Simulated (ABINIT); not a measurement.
# BaLiCl3 (Pm-3m): phonons by linear response, part 3 of 4

How does BaLiCl3 (Pm-3m) vibrate, and is this structure a minimum?

ABINIT 10.8.3; DFT LDA, scalar-relativistic, plane waves, PseudoDojo norm-conserving pseudopotentials.

So far. Step 8 (Linear response at Γ): The acoustic modes at Γ come out as far as 0.5 cm⁻¹ from zero, where they should vanish, a small numerical error; the Born charges miss their sum rule by 0.0073 e, which is good. Step 9 (Modes with the sum rule): The rule moves no optical mode by more than 0.1 cm⁻¹. The relaxed cell has a = 4.718 Å (conventional setting).

The structure was built from a prototype and need not be the compound's stable phase.

### 10. Sum rules set otherwise (asr 0)

Without the rule the raw error of the acoustic modes shows.

Input file anaddb.abi:

```
ddb_filepath "gamma_DDB"
output_file "anaddb.abo"
outdata_prefix "anaddb"
asr 0
chneut 0
enunit 2
eivec 1
nph1l 1
qph1l 0.0 0.0 0.0 1.0
dieflag 1
nph2l 3
qph2l 
    1.0 0.0 0.0 0.0
    0.0 0.0 1.0 0.0
    1.0 1.0 1.0 0.0
```

Input file mrgddb.in:

```
gamma_DDB
merged
2
dfpt_gammao_DS2_DDB
gso_DDB
```

On the command line:

```console
mrgddb < mrgddb.in > mrgddb.log
OMP_NUM_THREADS=1 anaddb anaddb.abi > anaddb.log
```

Numbers of over 12 decimals in the logs are rounded to 6 here.

anaddb.abo, the main output file:

```text
[banners, grids, parts of the stress and lines that vanish by symmetry left out]
-outvars_anaddb: echo values of input variables ----------------------

 Flags :
[...]
Dielectric Tensor and Effective Charges
[...]
Effective charge tensors after
[...]
Phonon wavevector (reduced coordinates) :  0.00000  0.00000  0.00000
 Phonon energies in Hartree :
[...]
Phonon energies in meV     :
-  6.353558E-02  6.353560E-02  6.353568E-02  7.502296E+00  7.502296E+00
-  7.502296E+00  1.285873E+01  1.285873E+01  1.285873E+01  2.346229E+01
-  2.346229E+01  2.346229E+01  4.445129E+01  4.445129E+01  4.445129E+01
 Phonon frequencies in cm-1    :
-  5.124490E-01  5.124492E-01  5.124499E-01  6.051010E+01  6.051010E+01
-  6.051010E+01  1.037127E+02  1.037127E+02  1.037127E+02  1.892361E+02
-  1.892361E+02  1.892361E+02  3.585239E+02  3.585239E+02  3.585239E+02
 Phonon frequencies in Thz     :
-  1.536283E-02  1.536284E-02  1.536286E-02  1.814047E+00  1.814047E+00
-  1.814047E+00  3.109228E+00  3.109228E+00  3.109228E+00  5.673157E+00
-  5.673157E+00  5.673157E+00  1.074828E+01  1.074828E+01  1.074828E+01
 Phonon energies in Kelvin  :
-  7.372998E-01  7.373001E-01  7.373010E-01  8.706053E+01  8.706053E+01
-  8.706053E+01  1.492194E+02  1.492194E+02  1.492194E+02  2.722686E+02
-  2.722686E+02  2.722686E+02  5.158358E+02  5.158358E+02  5.158358E+02
[...]
-  1  0.00000000E+00  0.00000000E+00 -1.47957348E-03
-     0.00000000E+00  0.00000000E+00  0.00000000E+00
-  2  0.00000000E+00  0.00000000E+00 -1.47937151E-03
-     0.00000000E+00  0.00000000E+00  0.00000000E+00
-  3  0.00000000E+00  0.00000000E+00 -1.47934709E-03
-     0.00000000E+00  0.00000000E+00  0.00000000E+00
-  4  0.00000000E+00  0.00000000E+00 -1.47934960E-03
-     0.00000000E+00  0.00000000E+00  0.00000000E+00
-  5  0.00000000E+00  0.00000000E+00 -1.47934709E-03
-     0.00000000E+00  0.00000000E+00  0.00000000E+00
[...]
-  1  0.00000000E+00  1.47957348E-03  0.00000000E+00
-     0.00000000E+00  0.00000000E+00  0.00000000E+00
-  2  0.00000000E+00  1.47937151E-03  0.00000000E+00
-     0.00000000E+00  0.00000000E+00  0.00000000E+00
-  3  0.00000000E+00  1.47934709E-03  0.00000000E+00
-     0.00000000E+00  0.00000000E+00  0.00000000E+00
-  4  0.00000000E+00  1.47934709E-03  0.00000000E+00
-     0.00000000E+00  0.00000000E+00  0.00000000E+00
-  5  0.00000000E+00  1.47934960E-03  0.00000000E+00
-     0.00000000E+00  0.00000000E+00  0.00000000E+00
[...]
-  1  1.47957348E-03  0.00000000E+00  0.00000000E+00
-     0.00000000E+00  0.00000000E+00  0.00000000E+00
-  2  1.47937151E-03  0.00000000E+00  0.00000000E+00
-     0.00000000E+00  0.00000000E+00  0.00000000E+00
-  3  1.47934960E-03  0.00000000E+00  0.00000000E+00
-     0.00000000E+00  0.00000000E+00  0.00000000E+00
-  4  1.47934709E-03  0.00000000E+00  0.00000000E+00
-     0.00000000E+00  0.00000000E+00  0.00000000E+00
[...]
-  5 -2.32312073E-04  0.00000000E+00  0.00000000E+00
-     0.00000000E+00  0.00000000E+00  0.00000000E+00
[...]
-     1         -0.000000    -0.000000     0.003057     0.003057
-     2         -0.000000    -0.003057    -0.000000     0.003057
[...]
-   1     Real    0.0000E+00  0.0000E+00  1.0228E-10  0.0000E+00  0.0000E+00  0.0000E+00  1.0228E-10
[...]
-   2     Real    0.0000E+00  1.0228E-10  0.0000E+00  0.0000E+00  0.0000E+00  0.0000E+00  1.0228E-10
[...]
-   3     Real    1.0228E-10  0.0000E+00  0.0000E+00  0.0000E+00  0.0000E+00  0.0000E+00  1.0228E-10
[...]
-   4     Real    0.0000E+00  0.0000E+00  7.8970E-05  0.0000E+00  5.0798E-11 -9.8898E-11  7.8970E-05
[...]
-   5     Real    4.3515E-14  7.8970E-05  0.0000E+00 -1.8537E-09  0.0000E+00  9.8899E-11  7.8970E-05
[...]
-   6     Real    7.8970E-05  4.3515E-14  0.0000E+00  1.8537E-09 -5.0796E-11  0.0000E+00  7.8970E-05
[...]
-   7     Real    0.0000E+00  0.0000E+00  0.0000E+00  0.0000E+00  0.0000E+00  0.0000E+00  0.0000E+00
[...]
-   8     Real    0.0000E+00  0.0000E+00  0.0000E+00  0.0000E+00  0.0000E+00  0.0000E+00  0.0000E+00
[...]
-   9     Real    0.0000E+00  0.0000E+00  0.0000E+00  0.0000E+00  0.0000E+00  0.0000E+00  0.0000E+00
[...]
-  10     Real    0.0000E+00  0.0000E+00  3.2040E-05  0.0000E+00 -3.8090E-11  3.8888E-10  3.2040E-05
[...]
-  11     Real    0.0000E+00  3.2040E-05  0.0000E+00  1.9755E-10  0.0000E+00 -3.8888E-10  3.2040E-05
[...]
-  12     Real    3.2040E-05  0.0000E+00  0.0000E+00 -1.9755E-10  3.8093E-11  0.0000E+00  3.2040E-05
[...]
-  13     Real    0.0000E+00  0.0000E+00  1.0457E-04  0.0000E+00  0.0000E+00  0.0000E+00  1.0457E-04
[...]
-  14     Real    0.0000E+00  1.0457E-04  0.0000E+00 -4.3530E-10  0.0000E+00  0.0000E+00  1.0457E-04
[...]
-  15     Real    1.0457E-04  0.0000E+00  0.0000E+00  4.3530E-10  0.0000E+00  0.0000E+00  1.0457E-04
[...]
Phonon at Gamma, with non-analyticity in the
[...]
Phonon energies in Hartree :
[...]
Phonon energies in meV     :
[...]
Phonon frequencies in cm-1    :
[...]
Phonon frequencies in Thz     :
[...]
Phonon energies in Kelvin  :
[...]
-  1.492194E+02  1.492194E+02  1.492194E+02  1.777827E+02  2.722686E+02
-  2.722686E+02  3.039059E+02  5.158358E+02  5.158358E+02  5.719371E+02
[...]
-  1  0.00000000E+00  0.00000000E+00  1.47957348E-03
-     0.00000000E+00  0.00000000E+00  0.00000000E+00
-  2  0.00000000E+00  0.00000000E+00  1.47937151E-03
-     0.00000000E+00  0.00000000E+00  0.00000000E+00
-  3  0.00000000E+00  0.00000000E+00  1.47934709E-03
-     0.00000000E+00  0.00000000E+00  0.00000000E+00
-  4  0.00000000E+00  0.00000000E+00  1.47934960E-03
-     0.00000000E+00  0.00000000E+00  0.00000000E+00
-  5  0.00000000E+00  0.00000000E+00  1.47934709E-03
-     0.00000000E+00  0.00000000E+00  0.00000000E+00
[...]
Phonon at Gamma, with non-analyticity in the
[...]
Phonon energies in Hartree :
[...]
Phonon energies in meV     :
-  6.353560E-02  6.353568E-02  6.398234E-02  7.502296E+00  7.502296E+00
-  1.285873E+01  1.285873E+01  1.285873E+01  1.532013E+01  2.346229E+01
-  2.346229E+01  2.618858E+01  4.445129E+01  4.445129E+01  4.928573E+01
 Phonon frequencies in cm-1    :
-  5.124492E-01  5.124499E-01  5.160523E-01  6.051010E+01  6.051010E+01
[...]
Phonon frequencies in Thz     :
[...]
Phonon energies in Kelvin  :
[...]
Phonon at Gamma, with non-analyticity in the
[...]
Phonon energies in Hartree :
[...]
Phonon energies in meV     :
[...]
Phonon frequencies in cm-1    :
[...]
Phonon frequencies in Thz     :
[...]
Phonon energies in Kelvin  :
[...]
-  1.492194E+02  1.492194E+02  1.492194E+02  1.777827E+02  2.722686E+02
-  2.722686E+02  3.039059E+02  5.158358E+02  5.158358E+02  5.719371E+02
[...]
-  4 -1.87454237E-04  1.18829537E-04 -5.56332367E-04
-     0.00000000E+00  0.00000000E+00  0.00000000E+00
-  5 -1.87454237E-04 -9.63337077E-04  6.86246997E-05
-     0.00000000E+00  0.00000000E+00  0.00000000E+00
[...]
Direction                     Dielectric constant
[...]
0.00000   0.00000   1.00000     23.57636130
   1.00000   1.00000   1.00000     23.57636130
-
```

Elapsed: 0.51 s, on 1 thread of Arm Neoverse V1, shared host.

Numbers from this step:

| Property | Result |
| --- | --- |
| mean static dielectric constant | 23.58 |

Zone-centre frequencies as printed; negative means imaginary. Modes:

```
mode  frequency (cm⁻¹)
   1              0.51
   2              0.51
   3              0.51
   4             60.51
   5             60.51
   6             60.51
   7             103.7
   8             103.7
   9             103.7
  10             189.2
  11             189.2
  12             189.2
  13             358.5
  14             358.5
  15             358.5
```

### 11. Phonons on a q mesh

Linear response treats each wavevector in the unit cell, with no supercell; the 2×2×2 mesh fixes the range of the force constants to be had.

Input file dfpt_q.abi:

```
ndtset 3

# wavevectors
qpt1 0.5 0.0 0.0
qpt2 0.5 0.5 0.0
qpt3 0.5 0.5 0.5

# displacements
getwfk_filepath "gso_WFK"
getwfq_filepath "gso_WFK"
kptopt 3
nqpt 1
rfphon 1
rfatpol 1 5
rfdir 1 1 1
tolvrs 1.0d-10
prtwf 0

# basis, mesh and filling
ecut 33.0
ngkpt 4 4 4
nshiftk 1
shiftk 0.0 0.0 0.0
istwfk *1
occopt 1
nband 17
nstep 100
diemac 9.0
prtebands 0
prtgsr 0
useylm 1

# cell and atoms
acell 8.914984148 8.914984148 8.914984148
rprim 
    1.0 0.0 0.0
    0.0 1.0 0.0
    0.0 0.0 1.0
ntypat 3
znucl 56 3 17
natom 5
typat 1 2 3 3 3
xred 
    0.0 0.0 0.0
    0.5 0.5 0.5
    0.0 0.5 0.5
    0.5 0.5 0.0
    0.5 0.0 0.5
pp_dirpath "./pseudo"
pseudos "Ba.upf, Li.upf, Cl.upf"
```

On the command line:

```console
OMP_NUM_THREADS=1 mpirun -n 4 abinit dfpt_q.abi > dfpt_q.log
```

dfpt_q.abo, the main output file:

```text
[banners, grids, parts of the stress and lines that vanish by symmetry left out]
- input  file    -> dfpt_q.abi
- output file    -> dfpt_q.abo
- root for input  files -> dfpt_qi
[...]
DATASET    1 : space group Pm -3 m (#221); Bravais cP (primitive cubic)
[...]
nfft =      110592          nkpt =          64
[...]
DATASET    2 : space group Pm -3 m (#221); Bravais cP (primitive cubic)
[...]
nfft =      110592          nkpt =          64
[...]
DATASET    3 : space group Pm -3 m (#221); Bravais cP (primitive cubic)
[...]
nfft =      110592          nkpt =          64
[...]
== DATASET  1 ==================================================================
[...]
cutoff_energies: {ecut:  33.0, pawecutdg:  -1.0, }
[...]
Perturbation : displacement of atom   1   along direction   1
[...]
-ETOT  1   6.605362     -1.201E+03 2.617E+00 3.193E+04
 ETOT  2   4.861187     -1.744E+00 2.464E-03 2.475E+03
 ETOT  3   4.789819     -7.137E-02 9.317E-05 1.050E+03
 ETOT  4   4.723405     -6.641E-02 3.560E-05 1.366E+01
 ETOT  5   4.722792     -6.130E-04 4.865E-07 3.253E-01
[...]
At SCF step   11       vres2   =  3.27E-11 < tolvrs=  1.00E-10 =>converged.
[...]
Perturbation : displacement of atom   1   along direction   2
[...]
-ETOT  1   1.312366     -1.043E+03 2.612E+00 9.740E+02
[...]
At SCF step    9       vres2   =  1.65E-11 < tolvrs=  1.00E-10 =>converged.
[...]
Perturbation : displacement of atom   2   along direction   1
[...]
-ETOT  1   3.468010     -2.723E+03 2.971E+01 3.513E+02
[...]
At SCF step   10       vres2   =  5.10E-11 < tolvrs=  1.00E-10 =>converged.
[...]
Perturbation : displacement of atom   2   along direction   2
[...]
-ETOT  1   3.539449     -2.708E+03 2.970E+01 3.056E+03
[...]
At SCF step    9       vres2   =  5.37E-11 < tolvrs=  1.00E-10 =>converged.
[...]
Perturbation : displacement of atom   3   along direction   1
[...]
-ETOT  1   8.380353     -1.072E+03 2.279E+00 3.872E+04
[...]
Perturbation : displacement of atom   3   along direction   2
[...]
-ETOT  1   2.593984     -9.840E+02 2.399E+00 2.573E+03
[...]
Perturbation : displacement of atom   4   along direction   1
[...]
-ETOT  1   5.556366     -1.061E+03 2.158E+00 5.146E+04
[...]
Perturbation : displacement of atom   4   along direction   2
[...]
-ETOT  1   2.592125     -9.840E+02 2.427E+00 2.387E+03
[...]
Perturbation : displacement of atom   4   along direction   3
[...]
-ETOT  1   6.039074     -9.943E+02 2.002E+00 2.341E+03
[...]
Phonon wavevector (reduced coordinates) :  0.50000  0.00000  0.00000
 Phonon energies in Hartree :
[...]
Phonon frequencies in cm-1    :
-  4.181849E+01  4.181849E+01  8.438958E+01  8.438958E+01  1.029881E+02
-  1.219039E+02  1.219039E+02  1.224707E+02  1.645427E+02  1.829953E+02
-  1.829953E+02  2.345095E+02  3.589769E+02  3.589769E+02  3.758611E+02
[...]
== DATASET  2 ==================================================================
[...]
cutoff_energies: {ecut:  33.0, pawecutdg:  -1.0, }
[...]
Perturbation : displacement of atom   1   along direction   1
[...]
-ETOT  1   3.123309     -1.126E+03 2.612E+00 1.333E+03
[...]
Perturbation : displacement of atom   1   along direction   3
[...]
-ETOT  1   1.184497     -1.037E+03 2.607E+00 2.563E+02
[...]
Perturbation : displacement of atom   2   along direction   1
[...]
-ETOT  1   3.466517     -2.716E+03 2.971E+01 2.074E+02
[...]
Perturbation : displacement of atom   2   along direction   3
[...]
-ETOT  1   3.461347     -2.708E+03 2.970E+01 2.358E+03
[...]
Perturbation : displacement of atom   3   along direction   1
[...]
-ETOT  1   7.062819     -1.035E+03 2.092E+00 1.172E+04
[...]
Perturbation : displacement of atom   3   along direction   2
[...]
-ETOT  1   3.655323     -1.024E+03 2.498E+00 1.383E+04
[...]
Perturbation : displacement of atom   3   along direction   3
[...]
-ETOT  1   2.788633     -9.810E+02 2.620E+00 2.360E+03
[...]
Perturbation : displacement of atom   4   along direction   1
[...]
-ETOT  1   3.543394     -1.024E+03 2.170E+00 1.298E+04
[...]
Perturbation : displacement of atom   4   along direction   3
[...]
-ETOT  1   6.187369     -9.913E+02 2.140E+00 2.356E+03
[...]
Phonon wavevector (reduced coordinates) :  0.50000  0.50000  0.00000
 Phonon energies in Hartree :
[...]
Phonon frequencies in cm-1    :
- -6.031724E+01  4.350469E+01  6.754056E+01  6.754056E+01  1.284315E+02
-  1.284315E+02  1.294224E+02  1.294224E+02  1.693174E+02  1.872274E+02
-  1.929186E+02  2.568848E+02  3.596113E+02  3.767584E+02  3.767584E+02
[...]
== DATASET  3 ==================================================================
[...]
cutoff_energies: {ecut:  33.0, pawecutdg:  -1.0, }
[...]
Perturbation : displacement of atom   1   along direction   1
[...]
-ETOT  1   2.816828     -1.096E+03 2.605E+00 7.681E+03
[...]
Perturbation : displacement of atom   2   along direction   1
[...]
-ETOT  1   3.570110     -2.713E+03 2.971E+01 8.047E+01
[...]
Perturbation : displacement of atom   3   along direction   1
[...]
-ETOT  1   6.400625     -1.021E+03 2.256E+00 5.413E+03
[...]
At SCF step   10       vres2   =  1.11E-11 < tolvrs=  1.00E-10 =>converged.
[...]
Perturbation : displacement of atom   3   along direction   2
[...]
-ETOT  1   2.636414     -1.011E+03 2.555E+00 5.141E+03
[...]
ETOT  9   1.385455     -1.247E-10 3.235E-13 2.344E-09
 ETOT 10   1.385455      2.683E-11 3.519E-15 3.000E-11
 At SCF step   10       vres2   =  3.00E-11 < tolvrs=  1.00E-10 =>converged.
[...]
Phonon wavevector (reduced coordinates) :  0.50000  0.50000  0.50000
 Phonon energies in Hartree :
[...]
Phonon frequencies in cm-1    :
- -7.394931E+01 -7.394931E+01 -7.394931E+01  5.566978E+01  5.566978E+01
-  5.566978E+01  1.773549E+02  1.773549E+02  1.773549E+02  1.845386E+02
-  1.845386E+02  2.767276E+02  3.829867E+02  3.829867E+02  3.829867E+02
[...]
strten2     0.0000000000E+00  0.0000000000E+00  0.0000000000E+00
           strten3     0.0000000000E+00  0.0000000000E+00  0.0000000000E+00
================================================================================
```

The job ended after 14 min (4 MPI ranks).

This step gave:

| Item | Value |
| --- | --- |
| lowest mode on the q mesh (acoustic ones at the zone centre apart) | -73.95 cm⁻¹ |

Frequencies (cm⁻¹) before the sum rule at the irreducible wavevectors but Γ, which is solved apart; negative means imaginary. Frequencies by wavevector:

```csv
q (fractions),star,mode 1,mode 2,mode 3,mode 4,mode 13,mode 14,mode 15
0.5 0 0,3,41.82,41.82,84.39,84.39,359,359,375.9
0.5 0.5 0,3,-60.32,43.5,67.54,67.54,359.6,376.8,376.8
0.5 0.5 0.5,1,-73.95,-73.95,-73.95,55.67,383,383,383
```

(Part 3 of 4 ends here.)

[Host names and launcher messages were left out of these logs when they were recorded.]

[Logs are printed without paths, hosts, clocks, repeated set-up lines and the standing remarks that a program may print on its own settings, such as how far it seeks lower states.]

[Hosts, paths, dates, database ids (printed as entryN), source tags and the programs' standing remarks are cut or masked in the printed files.]
